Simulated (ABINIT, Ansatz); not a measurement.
## HfO2 (Fm-3m): modes at Γ and the response to a field

Which modes does HfO2 (Fm-3m) have at the zone centre?

Program: ABINIT 10.8.3. Level of theory: DFT LDA, scalar-relativistic, plane waves, PseudoDojo norm-conserving pseudopotentials. Results are calculated unless marked as measured.

### Step 1. The structure

It takes space group Fm-3m (No. 225, cubic). Conventional cell: a = 5.115 Å, b = 5.115 Å, c = 5.115 Å, α = 90.00°, β = 90.00°, γ = 90.00°. Hf has 8 O at 2.21 Å nearest. O has 4 Hf at 2.21 Å nearest. Farther neighbours and most contacts between anions are not listed.

### Step 2. A first look

A first run with smearing and empty bands tells whether the crystal has a gap, which decides between fixed occupations and smearing later on.

probe.abi

```
# ground state
tolvrs 1.0d-08
prtden 1
prtwf 1
prtpot 1

# basis, mesh and filling
ecut 36.0
ngkpt 6 6 6
nshiftk 1
shiftk 0.0 0.0 0.0
istwfk *1
occopt 7
tsmear 0.005
nband 19
nstep 100
diemac 9.0
prtebands 0
prtgsr 0
useylm 1

# cell and atoms
acell 6.834858175 6.834858175 6.834858175
rprim 
    -0.7071067812 0.0 0.7071067812
    0.0 0.7071067812 0.7071067812
    -0.7071067812 0.7071067812 0.0
ntypat 2
znucl 72 8
natom 3
typat 1 2 2
xred 
    0.0 0.0 0.0
    0.75 0.75 0.75
    0.25 0.25 0.25
pp_dirpath "./pseudo"
pseudos "Hf.upf, O.upf"
```

The run is started by

```
$ OMP_NUM_THREADS=1 mpirun -n 4 abinit probe.abi > probe.log
```

Numbers of over 12 decimals in the logs are rounded to 6 here.

probe.abo, the main output file:

```text
[banners, grids, parts of the stress and lines that vanish by symmetry left out]
- input  file    -> probe.abi
- output file    -> probe.abo
- root for input  files -> probei
[...]
Symmetries : space group Fm -3 m (#225); Bravais cF (face-center cubic)
[...]
mpw =        2357          nfft =       64000          nkpt =          16
[...]
== DATASET  1 ==================================================================
[...]
cutoff_energies: {ecut:  36.0, pawecutdg:  -1.0, }
[...]
ETOT  1  -89.379645560002    -8.938E+01 1.504E-01 1.338E+03
 ETOT  2  -88.892877402226     4.868E-01 2.459E-02 3.176E+03
 ETOT  3  -89.688561528251    -7.957E-01 1.030E-02 6.133E+01
 ETOT  4  -89.701415295851    -1.285E-02 6.417E-03 1.508E+00
 ETOT  5  -89.701229507186     1.858E-04 1.048E-02 1.614E+00
[...]
ETOT  9  -89.701619084722    -5.630E-10 1.242E-04 5.106E-07
 ETOT 10  -89.701619084833    -1.112E-10 9.968E-05 2.107E-09
 At SCF step   10       vres2   =  2.11E-09 < tolvrs=  1.00E-08 =>converged.
[...]
sigma(1 1)=  7.83888539E-04  sigma(3 2)=  0.00000000E+00
  sigma(2 2)=  7.83888539E-04  sigma(3 1)=  0.00000000E+00
  sigma(3 3)=  7.83888539E-04  sigma(2 1)=  0.00000000E+00
[...]
convergence: {deltae: -1.112E-10, res2:  2.107E-09, residm:  9.968E-05, diffor: null, }
etotal    :  -8.97016191E+01
[...]
sigma(1 1)=  7.83888539E-04  sigma(3 2)=  0.00000000E+00
  sigma(2 2)=  7.83888539E-04  sigma(3 1)=  0.00000000E+00
  sigma(3 3)=  7.83888539E-04  sigma(2 1)=  0.00000000E+00
[...]
- sigma(1 1)=  2.30627971E+01  sigma(3 2)=  0.00000000E+00
- sigma(2 2)=  2.30627971E+01  sigma(3 1)=  0.00000000E+00
- sigma(3 3)=  2.30627971E+01  sigma(2 1)=  0.00000000E+00
[...]
fcart      9.0680398302E-32  1.6322471694E-31 -9.0680398302E-32
           strten      7.8388853899E-04  7.8388853899E-04  7.8388853899E-04
================================================================================

[key lines of the parts left out:]
pressure_GPa:  -2.3063E+01
```

Wall time 9.7 s (4 MPI ranks of Arm Neoverse V1, shared host).

Read from the output:

| Property | Result |
| --- | --- |
| volume per atom | 11.15 Å³ |
| pressure | -23.06 GPa |
| gap on the k-mesh | 3.562 eV |

A gap of 3.6 eV opens on this mesh, so the crystal is taken as an insulator; the printed pressure holds the stress of the finite basis too.

### Step 3. Relaxing the cell and atoms

The harmonic expansion needs vanishing forces, and a free crystal bears no stress, so cell and atoms are brought to rest. Stress is more sensitive to the basis than forces are: the last 3 Ha under the cutoff are smoothed with ecutsm, and the cutoff is raised above that of the later runs.

relax.abi

```
# relaxation
ionmov 2
optcell 2
dilatmx 1.08
ntime 40
tolmxf 1.0d-05
tolvrs 1.0d-14
prtwf 0
prtden 0
chksymtnons 0

# basis, mesh and filling
ecut 44.0
ecutsm 3.0
ngkpt 6 6 6
nshiftk 1
shiftk 0.0 0.0 0.0
istwfk *1
occopt 1
nband 12
nstep 100
diemac 9.0
prtebands 0
prtgsr 0
useylm 1

# cell and atoms
acell 6.834858175 6.834858175 6.834858175
rprim 
    -0.7071067812 0.0 0.7071067812
    0.0 0.7071067812 0.7071067812
    -0.7071067812 0.7071067812 0.0
ntypat 2
znucl 72 8
natom 3
typat 1 2 2
xred 
    0.0 0.0 0.0
    0.75 0.75 0.75
    0.25 0.25 0.25
pp_dirpath "./pseudo"
pseudos "Hf.upf, O.upf"
```

The run is started by

```
$ OMP_NUM_THREADS=1 mpirun -n 4 abinit relax.abi > relax.log
```

relax.abo, the main output file:

```text
[banners, grids, parts of the stress and lines that vanish by symmetry left out]
- input  file    -> relax.abi
- output file    -> relax.abo
- root for input  files -> relaxi
[...]
Symmetries : space group Fm -3 m (#225); Bravais cF (face-center cubic)
[...]
mpw =        3996          nfft =      110592          nkpt =          16
[...]
== DATASET  1 ==================================================================
[...]
cutoff_energies: {ecut:  44.0, pawecutdg:  -1.0, }
[...]
ETOT  1  -89.420901242598    -8.942E+01 2.069E-01 1.863E+03
 ETOT  2  -89.244032585976     1.769E-01 4.415E-03 3.102E+03
 ETOT  3  -89.690921827094    -4.469E-01 8.661E-03 9.802E+01
 ETOT  4  -89.702258461405    -1.134E-02 3.049E-04 1.703E-01
 ETOT  5  -89.702298902941    -4.044E-05 2.037E-05 1.608E-02
[...]
At SCF step   14       vres2   =  1.29E-17 < tolvrs=  1.00E-14 =>converged.
[...]
sigma(1 1)=  7.46720647E-04  sigma(3 2)=  0.00000000E+00
  sigma(2 2)=  7.46720647E-04  sigma(3 1)=  0.00000000E+00
  sigma(3 3)=  7.46720647E-04  sigma(2 1)=  0.00000000E+00
[...]
convergence: {deltae: -1.265E-12, res2:  1.290E-17, residm:  3.159E-14, diffor: null, }
etotal    :  -8.97023012E+01
[...]
ETOT  1  -89.670596826144    -8.967E+01 3.376E-03 3.827E+02
[...]
At SCF step   12       vres2   =  4.00E-15 < tolvrs=  1.00E-14 =>converged.
[...]
sigma(1 1)=  2.18998102E-04  sigma(3 2)=  0.00000000E+00
  sigma(2 2)=  2.18998102E-04  sigma(3 1)=  0.00000000E+00
  sigma(3 3)=  2.18998102E-04  sigma(2 1)=  0.00000000E+00
[...]
convergence: {deltae:  1.577E-12, res2:  3.997E-15, residm:  8.791E-18, diffor: null, }
etotal    :  -8.97097107E+01
[...]
ETOT  1  -89.704364978928    -8.970E+01 2.915E-04 5.828E+01
[...]
At SCF step   12       vres2   =  1.96E-16 < tolvrs=  1.00E-14 =>converged.
[...]
sigma(1 1)= -2.94603961E-05  sigma(3 2)=  0.00000000E+00
  sigma(2 2)= -2.94603961E-05  sigma(3 1)=  0.00000000E+00
  sigma(3 3)= -2.94603961E-05  sigma(2 1)=  0.00000000E+00
[...]
convergence: {deltae: -1.592E-12, res2:  1.965E-16, residm:  1.296E-18, diffor: null, }
etotal    :  -8.97102405E+01
[...]
ETOT  1  -89.710166049009    -8.971E+01 9.357E-09 8.184E-01
[...]
At SCF step   10       vres2   =  4.88E-15 < tolvrs=  1.00E-14 =>converged.
[...]
sigma(1 1)=  8.83478250E-07  sigma(3 2)=  0.00000000E+00
  sigma(2 2)=  8.83478250E-07  sigma(3 1)=  0.00000000E+00
  sigma(3 3)=  8.83478250E-07  sigma(2 1)=  0.00000000E+00
[...]
convergence: {deltae: -6.452E-12, res2:  4.875E-15, residm:  4.312E-18, diffor: null, }
etotal    :  -8.97102494E+01
[...]
ETOT  1  -89.710249319749    -8.971E+01 8.009E-12 6.944E-04
[...]
ETOT  8  -89.710249390404     1.819E-12 4.407E-18 1.351E-14
 ETOT  9  -89.710249390405    -1.833E-12 1.111E-19 1.728E-17
 At SCF step    9       vres2   =  1.73E-17 < tolvrs=  1.00E-14 =>converged.
[...]
sigma(1 1)=  3.32240220E-09  sigma(3 2)=  0.00000000E+00
  sigma(2 2)=  3.32240220E-09  sigma(3 1)=  0.00000000E+00
  sigma(3 3)=  3.32240219E-09  sigma(2 1)=  0.00000000E+00
[...]
convergence: {deltae: -1.833E-12, res2:  1.728E-17, residm:  1.111E-19, diffor: null, }
etotal    :  -8.97102494E+01
[...]
At Broyd/MD step   5, gradients are converged :
[...]
sigma(1 1)=  3.32240220E-09  sigma(3 2)=  0.00000000E+00
  sigma(2 2)=  3.32240220E-09  sigma(3 1)=  0.00000000E+00
  sigma(3 3)=  3.32240219E-09  sigma(2 1)=  0.00000000E+00
[...]
- sigma(1 1)=  9.77484475E-05  sigma(3 2)=  0.00000000E+00
- sigma(2 2)=  9.77484476E-05  sigma(3 1)=  0.00000000E+00
- sigma(3 3)=  9.77484471E-05  sigma(2 1)=  0.00000000E+00
[...]
fcart      8.4128252271E-32  1.9629925530E-31  9.3475835857E-33
           strten      3.3224022006E-09  3.3224022040E-09  3.3224021867E-09
================================================================================

[key lines of the parts left out:]
pressure_GPa:  -9.7748E-05
Total energy (etotal) [Ha]= -8.97102493904054E+01
```

It took 40 s on 4 MPI ranks.

Step by step:

```tsv
step	energy less that of the first step (eV)	largest force (eV/Å)	volume (Å³)
1	0.0000	0.0000	33.46
2	-0.2016	0.0000	31.26
3	-0.2160	0.0000	30.45
4	-0.2163	0.0000	30.55
5	-0.2163	0.0000	30.54
```

```tsv
conventional cell, symmetrised	before	after	change
a (Å)	5.115	4.962	-3.0 %
b (Å)	5.115	4.962	-3.0 %
c (Å)	5.115	4.962	-3.0 %
volume (Å³/atom)	11.15	10.18	-8.7 %
```

The relaxed structure:

```xyz
3
Lattice="-2.4810 0.0000 2.4810 0.0000 2.4810 2.4810 -2.4810 2.4810 0.0000" Properties=species:S:1:pos:R:3 pbc="T T T"
Hf    0.0000    0.0000    0.0000
O    -3.7215    3.7215    3.7215
O    -1.2405    1.2405    1.2405
```

Numbers from this step:

| Property | Result |
| --- | --- |
| volume per atom | 10.18 Å³ |
| pressure | -9.77e-5 GPa |

The volume changes by -8.7 % in this run and stands -8.7 % from the first cell.

### Step 4. Ground state

First-order wavefunctions inherit every error of the ground state, hence the very tight tolvrs.

gs.abi

```
# ground state
tolvrs 1.0d-16
prtden 1
prtwf 1
prtpot 1

# basis, mesh and filling
ecut 36.0
ngkpt 8 8 8
nshiftk 1
shiftk 0.0 0.0 0.0
istwfk *1
occopt 1
nband 12
nstep 100
diemac 9.0
prtebands 0
prtgsr 0
useylm 1

# cell and atoms
acell 6.63045862 6.63045862 6.63045862
rprim 
    -0.7071067812 0.0 0.7071067812
    0.0 0.7071067812 0.7071067812
    -0.7071067812 0.7071067812 0.0
ntypat 2
znucl 72 8
natom 3
typat 1 2 2
xred 
    0.0 0.0 0.0
    0.75 0.75 0.75
    0.25 0.25 0.25
pp_dirpath "./pseudo"
pseudos "Hf.upf, O.upf"
```

The run is started by

```
$ OMP_NUM_THREADS=1 mpirun -n 4 abinit gs.abi > gs.log
```

gs.abo, the main output file:

```text
[banners, grids, parts of the stress and lines that vanish by symmetry left out]
- input  file    -> gs.abi
- output file    -> gs.abo
- root for input  files -> gsi
[...]
Symmetries : space group Fm -3 m (#225); Bravais cF (face-center cubic)
[...]
mpw =        2148          nfft =       46656          nkpt =          29
[...]
== DATASET  1 ==================================================================
[...]
cutoff_energies: {ecut:  36.0, pawecutdg:  -1.0, }
[...]
ETOT  1  -89.429032977080    -8.943E+01 3.543E-01 7.677E+02
 ETOT  2  -89.340839905080     8.819E-02 3.571E-03 1.113E+03
 ETOT  3  -89.702049680107    -3.612E-01 5.184E-03 2.866E+01
 ETOT  4  -89.709482944931    -7.433E-03 1.011E-04 1.995E-01
 ETOT  5  -89.709553338093    -7.039E-05 7.302E-06 9.346E-04
[...]
ETOT 12  -89.709553760358    -4.547E-13 2.899E-13 1.757E-14
 ETOT 13  -89.709553760359    -7.105E-13 5.349E-14 5.949E-17
 At SCF step   13       vres2   =  5.95E-17 < tolvrs=  1.00E-16 =>converged.
[...]
sigma(1 1)=  4.12019047E-05  sigma(3 2)=  0.00000000E+00
  sigma(2 2)=  4.12019047E-05  sigma(3 1)=  0.00000000E+00
  sigma(3 3)=  4.12019047E-05  sigma(2 1)=  0.00000000E+00
[...]
convergence: {deltae: -7.105E-13, res2:  5.949E-17, residm:  5.349E-14, diffor: null, }
etotal    :  -8.97095538E+01
[...]
sigma(1 1)=  4.12019047E-05  sigma(3 2)=  0.00000000E+00
  sigma(2 2)=  4.12019047E-05  sigma(3 1)=  0.00000000E+00
  sigma(3 3)=  4.12019047E-05  sigma(2 1)=  0.00000000E+00
[...]
- sigma(1 1)=  1.21220189E+00  sigma(3 2)=  0.00000000E+00
- sigma(2 2)=  1.21220189E+00  sigma(3 1)=  0.00000000E+00
- sigma(3 3)=  1.21220189E+00  sigma(2 1)=  0.00000000E+00
[...]
fcart     -0.0000000000E+00 -0.0000000000E+00 -0.0000000000E+00
           strten      4.1201904709E-05  4.1201904709E-05  4.1201904709E-05
================================================================================

[key lines of the parts left out:]
pressure_GPa:  -1.2122E+00
```

Wall time 11 s (4 MPI ranks); 44 s of CPU time.

Read from the output:

```yaml
pressure: -1.212 GPa
```

The cell stands at -1.2 GPa: the relaxation ran with a smoothed and higher cutoff and on another k mesh.

### Step 5. The gap at rest

Empty bands on the ground state's density check that the gap assumed so far is there in this cell.

gap.abi

```
# empty bands on the ground state's density
iscf -2
getden_filepath "gso_DEN"
tolwfr 1.0d-12
nbdbuf 2
prtwf 0

# basis, mesh and filling
ecut 36.0
ngkpt 8 8 8
nshiftk 1
shiftk 0.0 0.0 0.0
istwfk *1
occopt 1
nband 16
nstep 100
diemac 9.0
prtebands 0
prtgsr 0
useylm 1

# cell and atoms
acell 6.63045862 6.63045862 6.63045862
rprim 
    -0.7071067812 0.0 0.7071067812
    0.0 0.7071067812 0.7071067812
    -0.7071067812 0.7071067812 0.0
ntypat 2
znucl 72 8
natom 3
typat 1 2 2
xred 
    0.0 0.0 0.0
    0.75 0.75 0.75
    0.25 0.25 0.25
pp_dirpath "./pseudo"
pseudos "Hf.upf, O.upf"
```

The run is started by

```
$ OMP_NUM_THREADS=1 mpirun -n 4 abinit gap.abi > gap.log
```

gap.abo, the main output file:

```text
[banners, grids, parts of the stress and lines that vanish by symmetry left out]
- input  file    -> gap.abi
- output file    -> gap.abo
- root for input  files -> gapi
[...]
Symmetries : space group Fm -3 m (#225); Bravais cF (face-center cubic)
[...]
mpw =        2148          nfft =       46656          nkpt =          29
[...]
== DATASET  1 ==================================================================
[...]
cutoff_energies: {ecut:  36.0, pawecutdg:  -1.0, }
[...]
-outvars: echo values of variables after computation
            acell      6.6304586200E+00  6.6304586200E+00  6.6304586200E+00 Bohr
================================================================================
```

It took 7.8 s on 4 MPI ranks; 31 s of CPU time.

This step gave:

- gap on the k-mesh: 3.797 eV

In this cell the gap on the mesh is 3.8 eV, direct, so fixed occupations hold.

### Step 6. Zone-centre response

The derivative of the wavefunctions by k comes first, since the response to a field is built on it; then the field and the displacements that symmetry doesn't supply are solved at q = 0.

It reads the wavefunctions written in step 4.

dfpt_gamma.abi

```
ndtset 2

# common to the responses
getwfk_filepath "gso_WFK"
kptopt 2
nqpt 1
qpt 0.0 0.0 0.0
asr 0
chneut 0

# d/dk
rfelfd1 2
rfdir1 1 1 1
iscf1 -3
tolwfr1 1.0d-20

# displacements, field
rfphon2 1
rfatpol2 1 3
rfdir2 1 1 1
rfelfd2 3
getddk2 1
tolvrs2 1.0d-10
prtwf2 0
prtpot2 1

# basis, mesh and filling
ecut 36.0
ngkpt 8 8 8
nshiftk 1
shiftk 0.0 0.0 0.0
istwfk *1
occopt 1
nband 12
nstep 100
diemac 9.0
prtebands 0
prtgsr 0
useylm 1

# cell and atoms
acell 6.63045862 6.63045862 6.63045862
rprim 
    -0.7071067812 0.0 0.7071067812
    0.0 0.7071067812 0.7071067812
    -0.7071067812 0.7071067812 0.0
ntypat 2
znucl 72 8
natom 3
typat 1 2 2
xred 
    0.0 0.0 0.0
    0.75 0.75 0.75
    0.25 0.25 0.25
pp_dirpath "./pseudo"
pseudos "Hf.upf, O.upf"
```

The run is started by

```
$ OMP_NUM_THREADS=1 mpirun -n 4 abinit dfpt_gamma.abi > dfpt_gamma.log
```

dfpt_gamma.abo, the main output file:

```text
[banners, grids, parts of the stress and lines that vanish by symmetry left out]
- input  file    -> dfpt_gamma.abi
- output file    -> dfpt_gamma.abo
- root for input  files -> dfpt_gammai
[...]
DATASET    1 : space group Fm -3 m (#225); Bravais cF (face-center cubic)
[...]
nfft =       46656          nkpt =         260
[...]
DATASET    2 : space group Fm -3 m (#225); Bravais cF (face-center cubic)
[...]
nfft =       46656          nkpt =         260
[...]
== DATASET  1 ==================================================================
[...]
cutoff_energies: {ecut:  36.0, pawecutdg:  -1.0, }
[...]
-  8.00000   6.00000  201201                  znucl, zion, pspdat
[...]
Perturbation : derivative vs k along direction   1
[...]
-ETOT  1  -33.833376837424     -3.383E+01 3.595E-01 0.000E+00
 ETOT  2  -33.978879333030     -1.455E-01 9.221E-03 0.000E+00
 ETOT  3  -33.981475243996     -2.596E-03 2.588E-04 0.000E+00
 ETOT  4  -33.981553068149     -7.782E-05 1.448E-05 0.000E+00
 ETOT  5  -33.981555989103     -2.921E-06 6.663E-07 0.000E+00
[...]
At SCF step   18   max residual=  1.00E-20 < tolwfr=  1.00E-20 =>converged.
[...]
Perturbation : derivative vs k along direction   2
[...]
-ETOT  1  -33.833620815668     -3.383E+01 3.595E-01 0.000E+00
[...]
At SCF step   18   max residual=  1.00E-20 < tolwfr=  1.00E-20 =>converged.
[...]
Perturbation : derivative vs k along direction   3
[...]
-ETOT  1  -33.833376831606     -3.383E+01 3.595E-01 0.000E+00
[...]
At SCF step   18   max residual=  1.00E-20 < tolwfr=  1.00E-20 =>converged.
[...]
1        1       1.0198630286    0.0000000000
     1        2      -0.5099315143   -0.0000000000
     1        3      -0.5099315143    0.0000000000
     2        1      -0.5099315143   -0.0000000000
     2        2       1.0198630286    0.0000000000
     2        3       0.5099315143    0.0000000000
     3        1      -0.5099315143    0.0000000000
     3        2       0.5099315143    0.0000000000
     3        3       1.0198630286   -0.0000000000
[...]
== DATASET  2 ==================================================================
[...]
cutoff_energies: {ecut:  36.0, pawecutdg:  -1.0, }
[...]
Perturbation : displacement of atom   1   along direction   1
[...]
-ETOT  1   4.305169     -1.549E+03 6.432E+00 1.056E+02
[...]
At SCF step    9       vres2   =  2.30E-11 < tolvrs=  1.00E-10 =>converged.
[...]
Perturbation : displacement of atom   2   along direction   1
[...]
-ETOT  1   10.730944772542     -2.667E+03 1.757E+00 4.648E+03
[...]
At SCF step   13       vres2   =  5.00E-12 < tolvrs=  1.00E-10 =>converged.
[...]
Perturbation : homogeneous electric field along direction   1
[...]
-ETOT  1  -91.459439614622     -9.146E+01 1.496E+00 4.200E+03
[...]
ETOT 11  -93.434177359692     -6.821E-13 1.647E-13 3.479E-10
 ETOT 12  -93.434177359692      4.263E-14 7.035E-15 9.823E-13
 At SCF step   12       vres2   =  9.82E-13 < tolvrs=  1.00E-10 =>converged.
[...]
Dielectric tensor, in cartesian coordinates,
[...]
1    5   1    5         5.2289842046        -0.0000000000
   1    5   2    5        -0.0000000000        -0.0000000000
   1    5   3    5        -0.0000000000        -0.0000000000
   2    5   1    5        -0.0000000000        -0.0000000000
   2    5   2    5         5.2289842046        -0.0000000000
   2    5   3    5         0.0000000000        -0.0000000000
   3    5   1    5         0.0000000000        -0.0000000000
   3    5   2    5         0.0000000000        -0.0000000000
   3    5   3    5         5.2289842046        -0.0000000000
  Effective charges, in cartesian coordinates,
[...]
1    1   1    5         5.5458594058         0.0000000000
   2    1   1    5         0.0000000000         0.0000000000
   3    1   1    5        -0.0000000000         0.0000000000
   1    2   1    5        -2.7733566788         0.0000000000
   2    2   1    5        -0.0000000000         0.0000000000
[...]
Effective charges, in cartesian coordinates,
[...]
2    5   1    3        -0.0000000000         0.0000000000
   3    5   1    3         0.0000000000         0.0000000000
   1    5   2    3        -0.0000000000         0.0000000000
   2    5   2    3        -2.7733566636         0.0000000000
   3    5   2    3         0.0000000000         0.0000000000
   1    5   3    3         0.0000000000         0.0000000000
   2    5   3    3        -0.0000000000         0.0000000000
   3    5   3    3        -2.7733566636         0.0000000000
  Phonon wavevector (reduced coordinates) :  0.00000  0.00000  0.00000
 Phonon energies in Hartree :
[...]
Phonon frequencies in cm-1    :
-  2.216521E+00  2.216521E+00  2.216521E+00  2.587487E+02  2.587487E+02
-  2.587487E+02  6.110620E+02  6.110620E+02  6.110620E+02
  Phonon at Gamma, with non-analyticity in the
[...]
Phonon energies in Hartree :
[...]
Phonon frequencies in cm-1    :
-  2.216521E+00  2.216521E+00  2.216692E+00  2.587487E+02  2.587487E+02
-  6.110620E+02  6.110620E+02  6.110620E+02  6.451871E+02
  Phonon at Gamma, with non-analyticity in the
[...]
Phonon energies in Hartree :
[...]
Phonon frequencies in cm-1    :
-  2.216521E+00  2.216521E+00  2.216692E+00  2.587487E+02  2.587487E+02
-  6.110620E+02  6.110620E+02  6.110620E+02  6.451871E+02
  Phonon at Gamma, with non-analyticity in the
[...]
Phonon energies in Hartree :
[...]
Phonon frequencies in cm-1    :
-  2.216521E+00  2.216521E+00  2.216692E+00  2.587487E+02  2.587487E+02
-  6.110620E+02  6.110620E+02  6.110620E+02  6.451871E+02
[...]
fcart2     0.0000000000E+00  0.0000000000E+00  0.0000000000E+00
           strten2     0.0000000000E+00  0.0000000000E+00  0.0000000000E+00
================================================================================
```

Elapsed: 5.9 min, on 4 MPI ranks.

This step gave:

- miss of the charge sum rule: 8.54e-4 e
- largest acoustic frequency at the zone centre before the sum rule: 2.22 cm⁻¹
- highest optical zone-centre mode (no LO-TO term): 611.1 cm⁻¹
- lowest optical zone-centre mode: 258.8 cm⁻¹
- mean high-frequency dielectric constant: 5.229
- largest Born charge in size (third of the trace): 5.546 e

Born charge (rows field, columns displacement), before the sum rule (e), principal values of the symmetric part by kind of site:

```tsv
atom	atoms with these values	low	middle	high	mean
Hf1	1	5.55	5.55	5.55	5.55
O2	2	-2.77	-2.77	-2.77	-2.77
```

In full for O2:

```
-2.77  0.00  0.00
 0.00 -2.77  0.00
 0.00  0.00 -2.77
```

High-frequency dielectric tensor:

```
5.23 0.00 0.00
0.00 5.23 0.00
0.00 0.00 5.23
```

The acoustic modes at Γ come out as far as 2.2 cm⁻¹ from zero, where they should vanish, a small numerical error; the Born charges miss their sum rule by 8.5e-4 e, which is good.

(Part 1 of 2 ends here.)

[Host names and launcher messages were left out of these logs when they were recorded.]

[Logs are printed without paths, hosts, clocks, repeated set-up lines and the standing remarks that a program may print on its own settings, such as how far it seeks lower states.]

[Hosts, paths, dates, database ids (printed as entryN), source tags and the programs' standing remarks are cut or masked in the printed files.]
